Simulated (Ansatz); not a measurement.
# SbIrO4, from a guessed structure to a relaxed one, part 2 of 2

This structure for SbIrO4 is made up. Its elements were placed in a known structure type with a cell scaled to their sizes. What cell does the guess relax to, and how far off was it?

Ansatz 0.2.0; DFT, PBEsol, plane-wave PAW, files of the set soft_1, scalar-relativistic, no spin, cell and ions relaxed at zero pressure; PAW set soft_1 (the session's first sound run).

So far: Set-up; Relaxing cell and atoms. The relaxed cell has a = 4.005, c = 9.775 Å (conventional setting).

### 3. Bands of the relaxed cell

With the geometry fixed, one more self-consistent run, with a narrower smearing and the mesh shown in its input, gives the bands, and its pressure, and its forces where symmetry allows any, show how far the geometry depends on these settings.

This step: DFT, PBEsol, plane-wave PAW, files of the set soft_1, scalar-relativistic, no spin, bands and density of states at the relaxed cell; PAW set soft_1 (Ansatz 0.2.0).

File input.yaml:

```yaml
crystal:
  lattice:
    - [-2.002304283, 2.002304283, 4.8874038783]
    - [2.002304283, -2.002304283, 4.8874038783]
    - [2.002304283, 2.002304283, -4.8874038783]
  atoms:
    - { symbol: Ir, position: [0.0, 0.0, 0.0] }
    - { symbol: Sb, position: [0.75, 0.25, 0.5] }
    - { symbol: O, position: [0.7952450286, 0.7952450286, 0.0] }
    - { symbol: O, position: [0.9645835156, 0.4645835156, 0.5] }
    - { symbol: O, position: [0.2047549714, 0.2047549714, 0.0] }
    - { symbol: O, position: [0.5354164844, 0.0354164844, 0.5] }
kpoints:
  mp_grid: { grid: [12, 12, 12] }
  band_path:
    path:
      - [[0.0, 0.0, 0.0], [0.5, -0.5, 0.0], [0.5, -0.5, 0.08392159], [0.29196079, -0.29196079, 0.29196079], [0.0, 0.0, 0.0], [0.5, 0.5, -0.5], [0.70803921, 0.29196079, -0.29196079], [0.5, 0.0, 0.0], [0.75, -0.25, -0.25], [0.91607841, 0.08392159, -0.5], [0.5, 0.5, -0.5]]
      - [[0.5, -0.5, 0.0], [0.75, -0.25, -0.25]]
    npoints: 7
scf:
  occupations: { method: fermi_dirac, width: 0.03 }
  n_extra_bands: 10
hamiltonian:
  xc: pbesol
  pseudopotentials: { kind: paw, azcp: { folder: soft_1 }, xc_functional: pbe }
output:
  forces: true
  stress: true
  write_bands: true
  dos: { projected: true }
  write_density: true
  write_potential: true
  elf: true
  volumetric_format: npy
```

The run is started by

```console
> ansatz run input.yaml --threads 4 --pin off --max-ram 10240MiB --backend cpu --events-out ev --progress --plain --runs-dir out
```

Numbers of over 12 decimals in the logs are rounded to 6 here.

Output:

```text
[...]
Crystal: 6 atoms, lattice volume = 78.379 Å³
Basis set: ecut = 420 eV, 1525 PW (Γ), exchange–correlation on 80×80×80 points (8 copies of the dense FFT grid, shifted against one another)
Bands: 38, of which v1, the nominal top of the filled ones, is band 28 counted from 1 (27 counted from 0)
Symmetry: 8 space group operations
[...]
k-points: 163 of 1728 (time reversal used)
[...]
SCF iter   1: F=—  HF=-20448.193436 eV  |F-HF|=—  |Δ(HF+E_count)|=         —  Δρ=8.77e-2  dr2=4.42e0  ethr=3.10e-3  ⟨swp⟩=6.0  Hψ=27418  notcnv=0  defer=8
[...]
SCF iter   9: F=-20447.356128 eV  HF=-20447.356128 eV  |F-HF|=5.02e-10  |Δ(HF+E_count)|=   3.70e-8  Δρ=2.55e-6  dr2=4.39e-9  ethr=1.79e-10  ⟨swp⟩=14.6  Hψ=44467  notcnv=0
SCF 1 converged in 9 iterations: F = -20447.356128 eV  dr2 = 4.39e-9
[...]
NSCF: frozen V_eff on 79 k-points
SCF converged after 9 iterations
Free energy (F): -20447.356128 eV
[...]
Internal energy: -20447.350669 eV  (E = F + TS)
E sigma→0 (E₀):  -20447.353399 eV
Entropy (-TS):   -0.005460 eV (-0.910 meV/atom)
Fermi energy:    10.900666 eV
[...]
--- Forces (eV/Å), atoms counted from 1 ---
  atom   1  Ir    -0.00000000     0.00000000     0.00000000
  atom   2  Sb     0.00000000    -0.00000000    -0.00000000
  atom   3  O     -0.00000000     0.00000000     0.01225132
  atom   4  O      0.00000000     0.00000000    -0.03146022
  atom   5  O      0.00000000     0.00000000    -0.01225132
  atom   6  O      0.00000000     0.00000000     0.03146022
  max |Σ_I F_I| component: 1.89e-16 eV/Å
--- Stress (GPa, compression-positive) ---
        0.017053      -0.000000       0.000000
       -0.000000       0.017053       0.000000
        0.000000       0.000000      -0.427440
  P = ⅓ Tr σ = -0.1311 GPa (-1.311 kbar)
--- Band table (eV; the first three rows and the last of 163) ---
  k-point 0: bands = [... 24 lower, 7.7096, 8.2983, 9.7066, 10.0777, 10.0777, 11.1450, 12.8490, 15.7209, ... 6 higher]
  k-point 1: bands = [... 24 lower, 7.7518, 8.8091, 9.7435, 9.8759, 10.0411, 11.7127, 13.0501, 15.8979, ... 6 higher]
  k-point 2: bands = [... 24 lower, 7.8316, 9.2561, 9.5445, 9.7909, 10.7412, 12.6345, 13.4359, 16.3567, ... 6 higher]
  k-point 162: bands = [... 24 lower, 7.8154, 8.3028, 9.7829, 10.3509, 10.3509, 11.6720, 11.7782, 16.1880, ... 6 higher]
```

It took 24 s on 4 threads of Arm Neoverse V1, shared host; peak memory 0.66 GiB.

Reading the cycles: dr2 is the Hartree energy of the density residual (eV), the measure of convergence; HF is the Harris–Foulkes estimate of the energy, which meets the free energy F at convergence.

Numbers from this step:

* free energy: -20447.3561 eV
* energy at zero smearing: -20447.3534 eV
* smearing term TS: 0.005460 eV
* Fermi energy: 10.90 eV
* pressure: -0.1311 GPa

bands.tsv at the labelled points (eV, zero at the Fermi level; the bands that come nearest the Fermi level along the path):

| point | band 25 | band 26 | band 27 | band 28 | band 29 | band 30 | band 31 | band 32 |
| --- | --- | --- | --- | --- | --- | --- | --- | --- |
| Γ | -3.19 | -2.60 | -1.19 | -0.82 | -0.82 | 0.24 | 1.95 | 4.82 |
| X | -2.62 | -1.44 | -0.65 | 0.44 | 2.48 | 2.97 | 3.23 | 4.71 |
| Y | -2.64 | -1.62 | -0.70 | 0.31 | 2.59 | 2.59 | 3.39 | 4.56 |
| S | -3.50 | -1.45 | -0.90 | -0.30 | 0.43 | 1.68 | 2.91 | 4.83 |
| Γ | -3.19 | -2.60 | -1.19 | -0.82 | -0.82 | 0.24 | 1.95 | 4.82 |
| Z | -3.09 | -2.60 | -1.12 | -0.55 | -0.55 | 0.77 | 0.88 | 5.29 |
| S1 | -3.50 | -1.45 | -0.90 | -0.30 | 0.43 | 1.68 | 2.91 | 4.83 |
| N | -3.50 | -1.45 | -0.85 | -0.27 | 0.57 | 1.72 | 2.89 | 5.14 |
| P | -2.69 | -1.11 | -0.94 | 0.47 | 2.29 | 3.10 | 3.25 | 4.76 |
| Y1 | -2.64 | -1.62 | -0.70 | 0.31 | 2.59 | 2.59 | 3.39 | 4.56 |
| Z | -3.09 | -2.60 | -1.12 | -0.55 | -0.55 | 0.77 | 0.88 | 5.29 |
| X | -2.62 | -1.44 | -0.65 | 0.44 | 2.48 | 2.97 | 3.23 | 4.71 |
| P | -2.69 | -1.11 | -0.94 | 0.47 | 2.29 | 3.10 | 3.25 | 4.76 |

States per cell as run, both spins, in windows of 1 eV, from dos.tsv (zero at the Fermi level):

```
from  to  total
  -8  -7   3.08
  -7  -6   3.00
  -6  -5   4.77
  -5  -4   4.77
  -4  -3   3.21
  -3  -2   0.77
  -2  -1   3.32
  -1   0   2.57
   0   1   1.29
   1   2   1.65
   2   3   2.30
   3   4   0.77
   4   5   1.50
   5   6   1.89
```

Below -8 eV lie 30.5 more states.

Electrostatic potential energy in the ac plane of the conventional cell at fractional y = 0.000, with atoms of Ir and Sb and O within 0.2 Å of it. With pseudopotentials it is smooth inside the atoms' cores, unlike the true potential.

Ten even steps from '0' (-48 eV) to '9' (16 eV), each cell a mean:
```
00167421257400
13588532478742
77888877788887
45788655678864
12575322346742
24674222235753
78874222235887
99986433457899
99998877789999
99999855689999
99998521369999
99999522379999
99999866799999
99999999999999
99999999999999
99999999999999
99999999999999
56899999999985
13699999999852
23799999999853
67899999999986
56899999999876
01479998998620
00158644577300
```
Columns run along a (4.0 Å; values clipped at the 3rd and 97th percentile), rows up along c (9.8 Å), edges of the conventional cell, whose origin can differ from the input's. Atoms in or near the plane, at fractional coordinates: Ir at (0.00, 0.00), Sb at (0.50, 0.75), O at (0.00, 0.80), O at (0.50, 0.96), O at (0.00, 0.20), O at (0.50, 0.54).

ELF in the ac plane of the conventional cell at fractional y = 0.000, with atoms of Ir and Sb and O within 0.2 Å of it. It is the smooth field of the valence electrons, not physical close to the nuclei.

Values, 24 rows by 14 columns, each cell a mean:
```
0.48 0.56 0.45 0.23 0.51 0.74 0.57 0.44 0.66 0.71 0.33 0.30 0.52 0.53
0.32 0.41 0.37 0.21 0.40 0.67 0.67 0.62 0.69 0.60 0.27 0.27 0.41 0.37
0.39 0.37 0.27 0.14 0.20 0.45 0.63 0.66 0.57 0.35 0.14 0.19 0.32 0.40
0.72 0.70 0.55 0.25 0.17 0.25 0.33 0.35 0.31 0.21 0.17 0.37 0.62 0.70
0.42 0.66 0.71 0.42 0.25 0.22 0.16 0.14 0.19 0.24 0.28 0.57 0.72 0.55
0.64 0.73 0.70 0.41 0.27 0.14 0.05 0.06 0.07 0.20 0.30 0.55 0.75 0.70
0.72 0.65 0.49 0.30 0.29 0.18 0.07 0.07 0.10 0.23 0.29 0.36 0.57 0.69
0.33 0.26 0.18 0.18 0.27 0.29 0.25 0.23 0.26 0.29 0.24 0.16 0.20 0.30
0.05 0.04 0.06 0.15 0.30 0.41 0.46 0.47 0.45 0.37 0.23 0.10 0.05 0.04
0.01 0.02 0.10 0.33 0.59 0.72 0.74 0.73 0.75 0.69 0.49 0.21 0.05 0.01
0.01 0.03 0.17 0.52 0.78 0.82 0.65 0.51 0.75 0.83 0.70 0.36 0.09 0.01
0.01 0.02 0.14 0.48 0.77 0.83 0.68 0.55 0.76 0.83 0.67 0.32 0.07 0.01
0.00 0.01 0.05 0.24 0.53 0.70 0.74 0.73 0.73 0.65 0.41 0.14 0.03 0.01
0.00 0.01 0.01 0.06 0.18 0.31 0.40 0.42 0.37 0.27 0.12 0.03 0.01 0.01
0.01 0.01 0.01 0.01 0.02 0.04 0.07 0.08 0.06 0.04 0.02 0.01 0.01 0.01
0.13 0.11 0.07 0.03 0.01 0.01 0.01 0.01 0.01 0.01 0.02 0.05 0.09 0.12
0.52 0.48 0.38 0.20 0.06 0.01 0.01 0.00 0.01 0.03 0.12 0.29 0.43 0.51
0.75 0.78 0.75 0.56 0.23 0.05 0.01 0.01 0.02 0.10 0.37 0.66 0.77 0.77
0.49 0.75 0.85 0.73 0.38 0.09 0.01 0.01 0.03 0.17 0.54 0.80 0.83 0.64
0.56 0.74 0.80 0.63 0.30 0.07 0.01 0.01 0.02 0.13 0.44 0.73 0.81 0.68
0.69 0.62 0.49 0.29 0.12 0.04 0.02 0.02 0.02 0.06 0.17 0.38 0.56 0.65
0.25 0.30 0.27 0.19 0.12 0.11 0.16 0.18 0.14 0.11 0.14 0.22 0.29 0.28
0.42 0.51 0.46 0.26 0.25 0.43 0.56 0.59 0.52 0.34 0.20 0.35 0.51 0.48
0.45 0.53 0.41 0.20 0.42 0.72 0.74 0.71 0.76 0.64 0.25 0.27 0.49 0.51
```
Columns run along a (4.0 Å), rows up along c (9.8 Å), edges of the conventional cell, whose origin can differ from the input's. Atoms in or near the plane, at fractional coordinates: Ir at (0.00, 0.00), Sb at (0.50, 0.75), O at (0.00, 0.80), O at (0.50, 0.96), O at (0.00, 0.20), O at (0.50, 0.54).

Valence density in the ac plane of the conventional cell at fractional y = 0.000, with atoms of Ir and Sb and O within 0.2 Å of it. It is the smooth field of the valence electrons, not physical close to the nuclei.

Values in e/Å³, 24 rows by 14 columns, each cell a mean:
```
 8  7  3  1  1  3  6  8  5  2  1  2  5  8
 3  2  1  1  1  2  4  5  3  1  1  1  2  3
 1  1  0  0  0  1  1  1  1  0  0  0  1  1
 3  2  1  0  0  0  1  1  1  0  0  1  1  3
 7  5  2  1  1  2  4  5  3  1  1  1  3  6
 5  3  1  1  1  5 11 14  9  3  1  1  2  4
 1  1  1  0  1  4  9 11  7  3  1  0  1  1
 0  0  0  0  0  1  2  3  2  1  0  0  0  0
 0  0  0  0  0  0  1  1  1  0  0  0  0  0
 0  0  0  0  0  1  2  2  2  1  0  0  0  0
 0  0  0  0  1  3  6  7  4  2  0  0  0  0
 0  0  0  0  1  2  5  6  4  1  0  0  0  0
 0  0  0  0  0  1  1  2  1  0  0  0  0  0
 0  0  0  0  0  0  0  0  0  0  0  0  0  0
 0  0  0  0  0  0  0  0  0  0  0  0  0  0
 0  0  0  0  0  0  0  0  0  0  0  0  0  0
 0  0  0  0  0  0  0  0  0  0  0  0  0  0
 2  2  1  0  0  0  0  0  0  0  0  0  1  2
 7  5  2  0  0  0  0  0  0  0  0  1  3  6
 6  4  1  0  0  0  0  0  0  0  0  1  2  5
 2  1  1  0  0  0  0  0  0  0  0  0  1  2
 1  1  1  0  0  0  0  0  0  0  0  0  1  1
 5  4  2  1  0  0  0  1  0  0  0  1  3  5
 9  8  4  1  1  1  3  3  2  1  1  2  5  9
```
Columns run along a (4.0 Å), rows up along c (9.8 Å), edges of the conventional cell, whose origin can differ from the input's. Atoms in or near the plane, at fractional coordinates: Ir at (0.00, 0.00), Sb at (0.50, 0.75), O at (0.00, 0.80), O at (0.50, 0.96), O at (0.00, 0.20), O at (0.50, 0.54).

### 4. What came out

```json
{"space group, relaxed": "I-4m2", "conventional cell": "a = 4.005, b = 4.005, c = 9.775 Å; α = 90.0°, β = 90.0°, γ = 90.0°", "volume per atom": "13.06 Å³ (guess 11.90)"}
```

SbIrO4 relaxes to I-4m2 with a = 4.005, b = 4.005 and c = 9.775 Å. The guessed volume was 9 % too small. The space group I-4m2 was held in the relaxation, so the end point is a stationary structure within it and may be a saddle against distortions or other arrangements. Bands cross the Fermi level, so it is a metal or semimetal at this level. On the 12×12×12 mesh with the narrower smearing (relaxed on 10×10×10) the largest force component is 0.031 eV/Å and the largest stress component is 0.427 GPa, against the relaxation's thresholds of 0.015 eV/Å and 0.05 GPa. The cutoff wasn't tested. Spin-orbit coupling is left out, which can matter for elements this heavy. No dispersion term is used, so weakly bound directions may come out too long. The runs have no spin, and magnetism wasn't tested. Nothing here tests whether the compound is stable against decomposition.

[Logs are printed without paths, hosts, clocks, repeated set-up lines and the standing remarks that a program may print on its own settings, such as how far it seeks lower states.]

[Hosts, paths, dates, database ids (printed as entryN), source tags and the programs' standing remarks are cut or masked in the printed files.]
